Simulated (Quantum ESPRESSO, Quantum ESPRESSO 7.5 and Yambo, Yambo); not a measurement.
## Quasiparticle gap of SiO2 (Quartz) in Yambo

How does a plane-wave GW calculation on SiO2 (Quartz) run from the first input to the gap?

Method: LDA and many-body steps on it, plane waves, in Quantum ESPRESSO 7.5 and Yambo 5.3.0.

## (1) Starting point

The structure is trigonal, space group P3_121 (No. 152). The conventional cell has a = 4.916 Å, b = 4.916 Å, c = 5.409 Å, α = 90.00°, β = 90.00°, γ = 120.00°. Si has 4 O at 1.61 Å nearest. Nearest to O lie 2 Si at 1.61 Å. Farther neighbours and most contacts between anions are not listed.

The cell and positions come from the Crystallography Open Database and are kept as given unless a step says otherwise.

## (2) Ground state

This step: Quantum ESPRESSO 7.5; DFT, LDA, plane waves, norm-conserving pseudopotentials.

The ground-state density comes first.

The input, pw.in:

```
&control
  calculation = 'scf'
  prefix = 'x'
  outdir = 'o'
  pseudo_dir = 'pseudo'
/
&system
  ibrav = 0
  nat = 9
  ntyp = 2
  ecutwfc = 72.0
  nbnd = 32
  force_symmorphic = .true.
/
&electrons
  conv_thr = 1e-10
  electron_maxstep = 80
  mixing_beta = 0.5
/
ATOMIC_SPECIES
  Si 28.085 Si.upf
  O 15.999 O.upf
CELL_PARAMETERS angstrom
  4.9158000000 0.0000000000 0.0000000000
  -2.4579000000 4.2572076799 0.0000000000
  0.0000000000 0.0000000000 5.4091000000
ATOMIC_POSITIONS crystal
  Si 0.5303000000 0.0000000000 0.3333333333
  Si 0.0000000000 0.5303000000 0.6666666667
  Si 0.4697000000 0.4697000000 0.0000000000
  O 0.1462000000 0.4142000000 0.8810000000
  O 0.5858000000 0.7320000000 0.2143333333
  O 0.2680000000 0.8538000000 0.5476666667
  O 0.4142000000 0.1462000000 0.1190000000
  O 0.7320000000 0.5858000000 0.7856666667
  O 0.8538000000 0.2680000000 0.4523333333
K_POINTS automatic
  6 6 4 0 0 0
```

Started as:

```console
> OMP_NUM_THREADS=1 mpirun -n 4 pw.x -nk 4 -in pw.in > pw.out
```

Output:

```text
Program PWSCF v.7.5 starts

     This program is part of the open-source Quantum ESPRESSO suite
     for quantum simulation of materials; please cite
         "P. Giannozzi et al., J. Phys.:Condens. Matter 21 395502 (2009);
         "P. Giannozzi et al., J. Phys.:Condens. Matter 29 465901 (2017);
         "P. Giannozzi et al., J. Chem. Phys. 152 154105 (2020);
     in publications or presentations arising from this work. More details at
     Message from routine setup:
     using ibrav=0 with symmetry is DISCOURAGED, use correct ibrav instead

     G-vector sticks info

     bravais-lattice index     =            0
     lattice parameter (alat)  =       9.2895  a.u.
     unit-cell volume          =     763.9073 (a.u.)^3
     number of atoms/cell      =            9
     number of atomic types    =            2
     number of electrons       =        48.00
     number of Kohn-Sham states=           32
     kinetic-energy cutoff     =      72.0000  Ry
     charge density cutoff     =     288.0000  Ry
     scf convergence threshold =      1.0E-10
     mixing beta               =       0.5000
     number of iterations used =            8  plain     mixing
     Exchange-correlation= SLA  PW   NOGX NOGC
                           (   1   4   0   0   0   0   0)

     celldm(1)=   9.289516  celldm(2)=   0.000000  celldm(3)=   0.000000
     celldm(4)=   0.000000  celldm(5)=   0.000000  celldm(6)=   0.000000

     crystal axes: (cart. coord. in units of alat)
               a(1) = (   1.000000   0.000000   0.000000 )
               a(2) = (  -0.500000   0.866025   0.000000 )
               a(3) = (   0.000000   0.000000   1.100350 )

     reciprocal axes: (cart. coord. in units 2 pi/alat)
               b(1) = (  1.000000  0.577350 -0.000000 )
               b(2) = (  0.000000  1.154701  0.000000 )
               b(3) = (  0.000000 -0.000000  0.908802 )
     Pseudo is Norm-conserving + core correction, Zval =  4.0
     Generated using ONCVPSP code by D. R. Hamann
     Using radial grid of 1510 points,  6 beta functions with:
     Pseudo is Norm-conserving + core correction, Zval =  6.0
     Generated using ONCVPSP code by D. R. Hamann
     Using radial grid of  926 points,  5 beta functions with:
     Si                4.00    28.08500     Si( 1.00)
     O                 6.00    15.99900     O ( 1.00)

      2 Sym. Ops. (no inversion) found

   Cartesian axes

     site n.     atom                  positions (alat units)
         1        Si     tau(   1) = (   0.5303000   0.0000000   0.3667833  )
         2        Si     tau(   2) = (  -0.2651500   0.4592533   0.7335666  )
         3        Si     tau(   3) = (   0.2348500   0.4067721   0.0000000  )
         4        O      tau(   4) = (  -0.0609000   0.3587077   0.9694083  )
         5        O      tau(   5) = (   0.2198000   0.6339306   0.2358417  )
         6        O      tau(   6) = (  -0.1589000   0.7394125   0.6026250  )
         7        O      tau(   7) = (   0.3411000   0.1266129   0.1309416  )
         8        O      tau(   8) = (   0.4391000   0.5073177   0.8645082  )
         9        O      tau(   9) = (   0.7198000   0.2320948   0.4977249  )

     number of k points=    47
                       cart. coord. in units 2pi/alat
        k(    1) = (   0.0000000   0.0000000   0.0000000), wk =   0.0138889
        k(    2) = (   0.0000000   0.0000000   0.2272005), wk =   0.0277778
        k(    3) = (   0.0000000   0.0000000  -0.4544009), wk =   0.0138889
        k(    4) = (   0.0000000   0.1924501   0.0000000), wk =   0.0555556
        k(    5) = (   0.0000000   0.1924501   0.2272005), wk =   0.0555556
        k(    6) = (   0.0000000   0.1924501  -0.4544009), wk =   0.0555556
        k(    7) = (   0.0000000   0.3849002   0.0000000), wk =   0.0555556
        k(    8) = (   0.0000000   0.3849002   0.2272005), wk =   0.0555556
        k(    9) = (   0.0000000   0.3849002  -0.4544009), wk =   0.0555556
        k(   10) = (   0.0000000  -0.5773503   0.0000000), wk =   0.0277778
     [... 35 further rows ...]
        k(   46) = (  -0.1666667   0.4811252   0.4544009), wk =   0.0555556
        k(   47) = (  -0.3333333   0.3849002  -0.4544009), wk =   0.0555556

     Dense  grid:    63145 G-vectors     FFT dimensions: (  54,  54,  60)

     Initial potential from superposition of free atoms

     starting charge      47.9983, renormalised to      48.0000
     Starting wfcs are   36 randomized atomic wfcs

     per-process dynamical memory:    98.8 Mb

     Self-consistent Calculation

     iteration #  1     ecut=    72.00 Ry     beta= 0.50

     total energy              =    -223.97167319 Ry
     estimated scf accuracy    <       2.24146241 Ry

     iteration #  2     ecut=    72.00 Ry     beta= 0.50

     total energy              =    -224.59935184 Ry
     estimated scf accuracy    <       0.20629965 Ry

     iteration #  3     ecut=    72.00 Ry     beta= 0.50

     total energy              =    -224.61591532 Ry
     estimated scf accuracy    <       0.02036882 Ry

     iteration #  4     ecut=    72.00 Ry     beta= 0.50

     total energy              =    -224.61966032 Ry
     estimated scf accuracy    <       0.00942103 Ry

     iteration #  5     ecut=    72.00 Ry     beta= 0.50

     total energy              =    -224.62063496 Ry
     estimated scf accuracy    <       0.00041027 Ry

     iteration #  6     ecut=    72.00 Ry     beta= 0.50

     total energy              =    -224.62073849 Ry
     estimated scf accuracy    <       0.00002121 Ry

     iteration #  7     ecut=    72.00 Ry     beta= 0.50

     total energy              =    -224.62075070 Ry
     estimated scf accuracy    <       0.00000946 Ry

     iteration #  8     ecut=    72.00 Ry     beta= 0.50

     total energy              =    -224.62075032 Ry
     estimated scf accuracy    <       0.00000156 Ry

     iteration #  9     ecut=    72.00 Ry     beta= 0.50

     total energy              =    -224.62075091 Ry
     estimated scf accuracy    <       0.00000056 Ry

     iteration # 10     ecut=    72.00 Ry     beta= 0.50

     total energy              =    -224.62075102 Ry
     estimated scf accuracy    <          4.9E-10 Ry

     iteration # 11     ecut=    72.00 Ry     beta= 0.50

     total energy              =    -224.62075102 Ry
     estimated scf accuracy    <          3.9E-09 Ry

     iteration # 12     ecut=    72.00 Ry     beta= 0.50

     End of self-consistent calculation

          k = 0.0000 0.0000 0.0000 (  7935 PWs)   bands (ev):

   -16.9641 -15.3827 -15.3827 -14.7118 -14.6689 -14.6689  -6.1251  -6.1251
    -3.3212  -3.2978  -3.1291  -3.1291  -0.8184  -0.8183  -0.5568  -0.3047
     0.6468   0.6468   0.6786   1.1626   1.1626   1.4807   1.8479   1.8479
     7.9734  11.2099  11.2099  11.6827  11.6827  12.8621  13.5933  14.0941

          k = 0.0000 0.0000 0.2272 (  7924 PWs)   bands (ev):

   -16.8390 -15.9621 -14.9056 -14.7089 -14.6873 -14.6506  -6.9287  -5.0908
    -3.5488  -3.4156  -3.3689  -2.7517  -0.8865  -0.5766  -0.4701  -0.1170
     0.3693   0.5333   0.6310   0.6695   1.0804   1.6362   1.9466   2.0770
     8.5659  11.0740  11.1225  11.1689  12.1309  12.7073  13.1348  14.1221

          k = 0.0000 0.0000-0.4544 (  7912 PWs)   bands (ev):

   -16.4840 -16.4840 -14.7153 -14.7006 -14.7006 -14.6426  -7.2351  -4.1442
    -4.1442  -3.4963  -3.4963  -2.5498  -0.5763  -0.5763  -0.4975   0.1285
     0.1285   0.3164   0.3164   0.6114   0.9419   1.9613   1.9613   2.0849
     9.8994   9.8994  10.8994  11.6697  11.6697  12.5348  13.5264  13.5264

          k = 0.0000 0.1925 0.0000 (  7910 PWs)   bands (ev):

     [... further k-points ...]

     highest occupied, lowest unoccupied level (ev):     2.1721    7.9734

!    total energy              =    -224.62075102 Ry
     estimated scf accuracy    <          5.7E-12 Ry

     The total energy is the sum of the following terms:
     one-electron contribution =    -102.57986540 Ry
     hartree contribution      =      76.71617439 Ry
     xc contribution           =     -59.91996543 Ry
     ewald contribution        =    -138.83709458 Ry

     convergence has been achieved in  12 iterations

     XML data file, charge density, pseudopotentials, collected wavefunctions

=------------------------------------------------------------------------------=
   JOB DONE.
=------------------------------------------------------------------------------=
```

Wall time 95 s (4 MPI ranks of Arm Neoverse V1, shared host); peak memory 0.59 GiB; 6.3 min of CPU time.

Numbers from this step:

| Item | Value |
| --- | --- |
| total energy | -3056.1210 eV |
| gap | 5.801 eV |
| k of the valence top | 0.3333, 0.3333, 0 |
| k of the conduction bottom | 0, 0, 0 |
| least direct gap | 6.125 eV |

The gap is indirect, with the least direct gap 0.32 eV higher.

## (3) Bands along the symmetry lines

The cheap functional maps the bands first; the places of the edges decide which points the dearer methods must see.

The input, pw.in:

```
&control
  calculation = 'bands'
  prefix = 'x'
  outdir = 'o'
  pseudo_dir = 'pseudo'
/
&system
  ibrav = 0
  nat = 9
  ntyp = 2
  ecutwfc = 72.0
  nbnd = 30
  force_symmorphic = .true.
/
&electrons
  conv_thr = 1e-9
  electron_maxstep = 80
  diago_full_acc = .true.
  diago_thr_init = 5e-6
/
ATOMIC_SPECIES
  Si 28.085 Si.upf
  O 15.999 O.upf
CELL_PARAMETERS angstrom
  4.9158000000 0.0000000000 0.0000000000
  -2.4579000000 4.2572076799 0.0000000000
  0.0000000000 0.0000000000 5.4091000000
ATOMIC_POSITIONS crystal
  Si 0.5303000000 0.0000000000 0.3333333333
  Si 0.0000000000 0.5303000000 0.6666666667
  Si 0.4697000000 0.4697000000 0.0000000000
  O 0.1462000000 0.4142000000 0.8810000000
  O 0.5858000000 0.7320000000 0.2143333333
  O 0.2680000000 0.8538000000 0.5476666667
  O 0.4142000000 0.1462000000 0.1190000000
  O 0.7320000000 0.5858000000 0.7856666667
  O 0.8538000000 0.2680000000 0.4523333333
K_POINTS crystal
  75
  0.00000000 0.00000000 0.00000000 1
  0.06250000 0.00000000 0.00000000 1
  0.12500000 0.00000000 0.00000000 1
  0.18750000 0.00000000 0.00000000 1
  0.25000000 0.00000000 0.00000000 1
  0.31250000 0.00000000 0.00000000 1
  0.37500000 0.00000000 0.00000000 1
  0.43750000 0.00000000 0.00000000 1
  0.50000000 0.00000000 0.00000000 1
  0.47916667 0.04166667 0.00000000 1
  0.45833333 0.08333333 0.00000000 1
  0.43750000 0.12500000 0.00000000 1
  0.41666666 0.16666666 0.00000000 1
  0.39583333 0.20833333 0.00000000 1
  0.37500000 0.25000000 0.00000000 1
  0.35416666 0.29166666 0.00000000 1
  0.33333333 0.33333333 0.00000000 1
  0.29166666 0.29166666 0.00000000 1
  0.25000000 0.25000000 0.00000000 1
  0.20833333 0.20833333 0.00000000 1
  0.16666666 0.16666666 0.00000000 1
  0.12500000 0.12500000 0.00000000 1
  0.08333333 0.08333333 0.00000000 1
  0.04166667 0.04166667 0.00000000 1
  0.00000000 0.00000000 0.00000000 1
  0.00000000 0.00000000 0.06250000 1
  0.00000000 0.00000000 0.12500000 1
  0.00000000 0.00000000 0.18750000 1
  0.00000000 0.00000000 0.25000000 1
  0.00000000 0.00000000 0.31250000 1
  0.00000000 0.00000000 0.37500000 1
  0.00000000 0.00000000 0.43750000 1
  0.00000000 0.00000000 0.50000000 1
  0.06250000 0.00000000 0.50000000 1
  0.12500000 0.00000000 0.50000000 1
  0.18750000 0.00000000 0.50000000 1
  0.25000000 0.00000000 0.50000000 1
  0.31250000 0.00000000 0.50000000 1
  0.37500000 0.00000000 0.50000000 1
  0.43750000 0.00000000 0.50000000 1
  0.50000000 0.00000000 0.50000000 1
  0.47916667 0.04166667 0.50000000 1
  0.45833333 0.08333333 0.50000000 1
  0.43750000 0.12500000 0.50000000 1
  0.41666666 0.16666666 0.50000000 1
  0.39583333 0.20833333 0.50000000 1
  0.37500000 0.25000000 0.50000000 1
  0.35416666 0.29166666 0.50000000 1
  0.33333333 0.33333333 0.50000000 1
  0.29166666 0.29166666 0.50000000 1
  0.25000000 0.25000000 0.50000000 1
  0.20833333 0.20833333 0.50000000 1
  0.16666666 0.16666666 0.50000000 1
  0.12500000 0.12500000 0.50000000 1
  0.08333333 0.08333333 0.50000000 1
  0.04166667 0.04166667 0.50000000 1
  0.00000000 0.00000000 0.50000000 1
  0.50000000 0.00000000 0.50000000 1
  0.50000000 0.00000000 0.43750000 1
  0.50000000 0.00000000 0.37500000 1
  0.50000000 0.00000000 0.31250000 1
  0.50000000 0.00000000 0.25000000 1
  0.50000000 0.00000000 0.18750000 1
  0.50000000 0.00000000 0.12500000 1
  0.50000000 0.00000000 0.06250000 1
  0.50000000 -0.00000000 0.00000000 1
  0.33333333 0.33333333 0.50000000 1
  0.33333333 0.33333333 0.43750000 1
  0.33333333 0.33333333 0.37500000 1
  0.33333333 0.33333333 0.31250000 1
  0.33333333 0.33333333 0.25000000 1
  0.33333333 0.33333333 0.18750000 1
  0.33333333 0.33333333 0.12500000 1
  0.33333333 0.33333333 0.06250000 1
  0.33333333 0.33333333 0.00000000 1
```

Output:

```text
[banner, memory and clock lines left out]
Program PWSCF v.7.5 starts

     Atomic positions and unit cell read from directory:
     o/x.save/

     Message from routine setup:
     using ibrav=0 with symmetry is DISCOURAGED, use correct ibrav instead

     G-vector sticks info

     bravais-lattice index     =            0
     lattice parameter (alat)  =       9.2895  a.u.
     unit-cell volume          =     763.9073 (a.u.)^3
     number of atoms/cell      =            9
     number of atomic types    =            2
     number of electrons       =        48.00
     number of Kohn-Sham states=           30
     kinetic-energy cutoff     =      72.0000  Ry
     charge density cutoff     =     288.0000  Ry
     Exchange-correlation= SLA  PW   NOGX NOGC
                           (   1   4   0   0   0   0   0)

     celldm(1)=   9.289516  celldm(2)=   0.000000  celldm(3)=   0.000000
     celldm(4)=   0.000000  celldm(5)=   0.000000  celldm(6)=   0.000000

     crystal axes: (cart. coord. in units of alat)
               a(1) = (   1.000000   0.000000   0.000000 )
               a(2) = (  -0.500000   0.866025   0.000000 )
               a(3) = (   0.000000   0.000000   1.100350 )

     reciprocal axes: (cart. coord. in units 2 pi/alat)
               b(1) = (  1.000000  0.577350 -0.000000 )
               b(2) = (  0.000000  1.154701  0.000000 )
               b(3) = (  0.000000 -0.000000  0.908802 )
     Pseudo is Norm-conserving + core correction, Zval =  4.0
     Generated using ONCVPSP code by D. R. Hamann
     Using radial grid of 1510 points,  6 beta functions with:
     Pseudo is Norm-conserving + core correction, Zval =  6.0
     Generated using ONCVPSP code by D. R. Hamann
     Using radial grid of  926 points,  5 beta functions with:
     Si                4.00    28.08500     Si( 1.00)
     O                 6.00    15.99900     O ( 1.00)

      2 Sym. Ops. (no inversion) found

   Cartesian axes

     site n.     atom                  positions (alat units)
         1        Si     tau(   1) = (   0.5303000   0.0000000   0.3667833  )
         2        Si     tau(   2) = (  -0.2651500   0.4592533   0.7335666  )
         3        Si     tau(   3) = (   0.2348500   0.4067721   0.0000000  )
         4        O      tau(   4) = (  -0.0609000   0.3587077   0.9694083  )
         5        O      tau(   5) = (   0.2198000   0.6339306   0.2358417  )
         6        O      tau(   6) = (  -0.1589000   0.7394125   0.6026250  )
         7        O      tau(   7) = (   0.3411000   0.1266129   0.1309416  )
         8        O      tau(   8) = (   0.4391000   0.5073177   0.8645082  )
         9        O      tau(   9) = (   0.7198000   0.2320948   0.4977249  )

     number of k points=    75
                       cart. coord. in units 2pi/alat
        k(    1) = (   0.0000000   0.0000000   0.0000000), wk =   0.0266667
        k(    2) = (   0.0625000   0.0360844   0.0000000), wk =   0.0266667
        k(    3) = (   0.1250000   0.0721688   0.0000000), wk =   0.0266667
[...]
[... 63 further rows ...]
        k(   74) = (   0.3333333   0.5773503   0.0568001), wk =   0.0266667
        k(   75) = (   0.3333333   0.5773503   0.0000000), wk =   0.0266667

     Dense  grid:    63145 G-vectors     FFT dimensions: (  54,  54,  60)

     The potential is recalculated from file :
     o/x.save/charge-density

     Starting wfcs are   36 randomized atomic wfcs

     Band Structure Calculation

     End of band structure calculation

          k = 0.0000 0.0000 0.0000 (  7935 PWs)   bands (ev):

   -16.9641 -15.3827 -15.3827 -14.7118 -14.6689 -14.6689  -6.1251  -6.1251
    -3.3212  -3.2978  -3.1291  -3.1291  -0.8184  -0.8184  -0.5568  -0.3047
     0.6468   0.6468   0.6786   1.1626   1.1626   1.4807   1.8479   1.8479
     7.9734  11.2100  11.2100  11.6827  11.6827  12.8622

          k = 0.0625 0.0361 0.0000 (  7921 PWs)   bands (ev):

[...]
8.0359  11.2057  11.2190  11.6827  11.7042  12.8847

          k = 0.1250 0.0722 0.0000 (  7911 PWs)   bands (ev):

[...]
8.2162  11.1989  11.2433  11.6937  11.7651  12.9271

[...]
k = 0.3333 0.5774 0.0568 (  7869 PWs)   bands (ev):

[...]
10.8635  10.9012  11.3608  12.2990  12.3534  12.4203

          k = 0.3333 0.5774 0.0000 (  7866 PWs)   bands (ev):

[...]
-4.5856  -3.2142  -3.2142  -2.4162  -0.8024  -0.8024  -0.7728   0.0880
     0.0880   0.2600   0.4287   0.9225   0.9225   1.7335   1.7335   2.1721
    10.8717  10.8717  11.3483  12.3046  12.4124  12.4124

     XML data file, pseudopotentials, collected wavefunctions
```

Elapsed: 47 s, on 4 MPI ranks; peak memory 0.38 GiB; 3.1 min of CPU time.

Numbers from this step:

```
gap                        : 5.801 eV
k of the valence top       : 0.3333, 0.3333, 0
k of the conduction bottom : 0, 0, 0
least direct gap           : 6.103 eV
```

The gap is 5.801 eV, as in the run before at this level.

The electronic bands at the labelled points (eV, zero at the top of the highest filled band):

```tsv
point	band 21	band 22	band 23	band 24	band 25	band 26	band 27	band 28
Γ	-1.01	-0.69	-0.32	-0.32	5.80	9.04	9.04	9.51
halfway	-1.02	-0.85	-0.24	-0.16	6.68	9.06	9.14	9.62
M	-1.06	-0.79	-0.27	-0.03	8.05	8.76	9.45	9.49
halfway	-1.12	-0.63	-0.32	-0.02	8.24	8.82	9.37	9.67
K	-1.25	-0.44	-0.44	0.00	8.70	8.70	9.18	10.13
halfway	-0.93	-0.88	-0.25	-0.11	6.92	9.07	9.23	9.66
Γ	-1.01	-0.69	-0.32	-0.32	5.80	9.04	9.04	9.51
halfway	-1.09	-0.54	-0.23	-0.10	6.39	8.90	8.95	9.00
A	-1.23	-0.21	-0.21	-0.09	7.73	7.73	8.73	9.50
halfway	-1.10	-0.45	-0.42	-0.15	8.14	8.25	9.08	9.46
L	-0.90	-0.84	-0.61	-0.19	8.79	9.21	9.37	9.50
halfway	-0.87	-0.85	-0.63	-0.33	8.82	9.36	9.46	9.57
H	-0.95	-0.78	-0.60	-0.60	8.90	9.51	9.51	9.86
halfway	-1.07	-0.54	-0.39	-0.23	8.27	8.39	9.15	9.64
A	-1.23	-0.21	-0.21	-0.09	7.73	7.73	8.73	9.50
jump to L	-0.90	-0.84	-0.61	-0.19	8.79	9.21	9.37	9.50
halfway	-0.98	-0.73	-0.45	-0.12	8.35	8.87	9.30	9.78
M	-1.06	-0.79	-0.27	-0.03	8.05	8.76	9.45	9.49
jump to H	-0.95	-0.78	-0.60	-0.60	8.90	9.51	9.51	9.86
halfway	-1.03	-0.56	-0.51	-0.20	8.77	8.96	9.36	9.97
K	-1.25	-0.44	-0.44	0.00	8.70	8.70	9.18	10.13
```

(Part 1 of 3 ends here.)

[Paths, hosts, dates, memory and timing lines, banners, echoed tables and standing remarks are left out of the program output.]

[Logs are printed without paths, hosts, clocks, repeated set-up lines and the standing remarks that a program may print on its own settings, such as how far it seeks lower states.]

[Runs of the session that timed out or met a known fault of the program may be left out.]

[Hosts, paths, dates, database ids (printed as entryN), source tags and the programs' standing remarks are cut or masked in the printed files.]
